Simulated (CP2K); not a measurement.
Consider chlorotrifluoromethane at its PBE geometry (Å).

```xyz
5

F    -0.5719   -0.6348   -1.0845
C    -0.0695   -0.0054    0.0031
F    -0.5765    1.2405    0.0225
F    -0.4791   -0.6345    1.1289
Cl    1.6971    0.0343   -0.0700
```

Method: CP2K XAS_TDP, all-electron GAPW, PBEh(45%), aug-pc-1, TDA, ZORA, spin–orbit coupling.

Q: Predict the bright core excitations at the Cl L₂,₃ edge.

Leading lines: Cl5 198.79 eV. The leading line of an atom is its first one with 35 % of the strongest within 2.5 eV of its lowest line over the strength cut. 

The first six lines of each atom with a strength over 0.0003:

```
             atom  energy (eV)  states  strength, one atom
Cl5 (bonded to C)       198.79       2              0.0066
                        200.30       2              0.0045
                        202.62       2              0.0011
                        202.75       2              0.0009
                        202.80       1              0.0021
                        203.92       2              0.0007
```

Lines are vertical, at one geometry, with no vibrational structure. Without a correction of the core level, line positions, and the gaps between valence and Rydberg lines, follow the share of exact exchange. Rydberg lines, and the discretised continuum above threshold, depend on the basis and the box.

[Banner, clock and machine lines of the logs are left out without a mark of their own.]

[Logs are printed without paths, hosts, clocks, repeated set-up lines and the standing remarks that a program may print on its own settings, such as how far it seeks lower states.]

[Hosts, paths, dates, database ids (printed as entryN), source tags and the programs' standing remarks are cut or masked in the printed files.]
